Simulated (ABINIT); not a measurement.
An input for ABINIT 10.8.3 (BaTiO3 (P4mm)):

```
acell 3*1.0 Angstrom
rprim 
  3.990480000000 0.000000000000 0.000000000000
  0.000000000000 3.990480000000 0.000000000000
  0.000000000000 0.000000000000 4.023030000000
ntypat 3
znucl 56 22 8
natom 5
typat 1 2 3 3 3
xred 
  0.000000000000 0.000000000000 0.000000000000
  0.500000000000 0.500000000000 0.522000000000
  0.500000000000 0.500000000000 0.979000000000
  0.500000000000 0.000000000000 0.488000000000
  0.000000000000 0.500000000000 0.488000000000
pp_dirpath "pseudos"
pseudos "Ba.upf, Ti.upf, O.upf"
ecut 38
ngkpt 4 4 4
nshiftk 1
shiftk 0 0 0
kptopt 1
chksymbreak 0
istwfk *1
occopt 1
irdwfk 1
optdriver 99
bs_calctype 1
mbpt_sciss 1.584 eV
bs_loband 17
nband 24
bs_exchange_term 1
bs_coulomb_term 11
bs_coupling 1
bs_algorithm 1
bs_freq_mesh 0 8 0.05 eV
zcut 0.15 eV
ecuteps 4
ecutwfn 19
inclvkb 2
irdscr 1
indata_prefix "in"
outdata_prefix "out"
tmpdata_prefix "tmp"
```

```sh
OMP_NUM_THREADS=1 mpirun -n 4 abinit run.abi > log
```

How long will it take on 4 MPI ranks of Arm Neoverse V1, shared host, and how much memory?

It took 1.8 min; on shared hardware allow 55 s to 3.7 min. Peak host memory was 0.56 GiB.

The kernel grows as the square of the matrix size, and full diagonalisation as its cube.

[Paths, hosts, dates, memory and timing lines, banners, echoed tables and standing remarks are left out of the program output.]

[Logs are printed without paths, hosts, clocks, repeated set-up lines and the standing remarks that a program may print on its own settings, such as how far it seeks lower states.]

[Runs of the session that timed out or met a known fault of the program may be left out.]

[Hosts, paths, dates, database ids (printed as entryN), source tags and the programs' standing remarks are cut or masked in the printed files.]

[G0W0 gaps are taken among the corrected bands and points alone; a level outside them can change the order at an edge.]

[Where Ansatz stands beside ABINIT at settings called matched, ABINIT's density can come from a denser mesh and the files from another edition; pairs whose starting gaps differed by over 0.03 eV were left out, so agreement reads better than it is.]
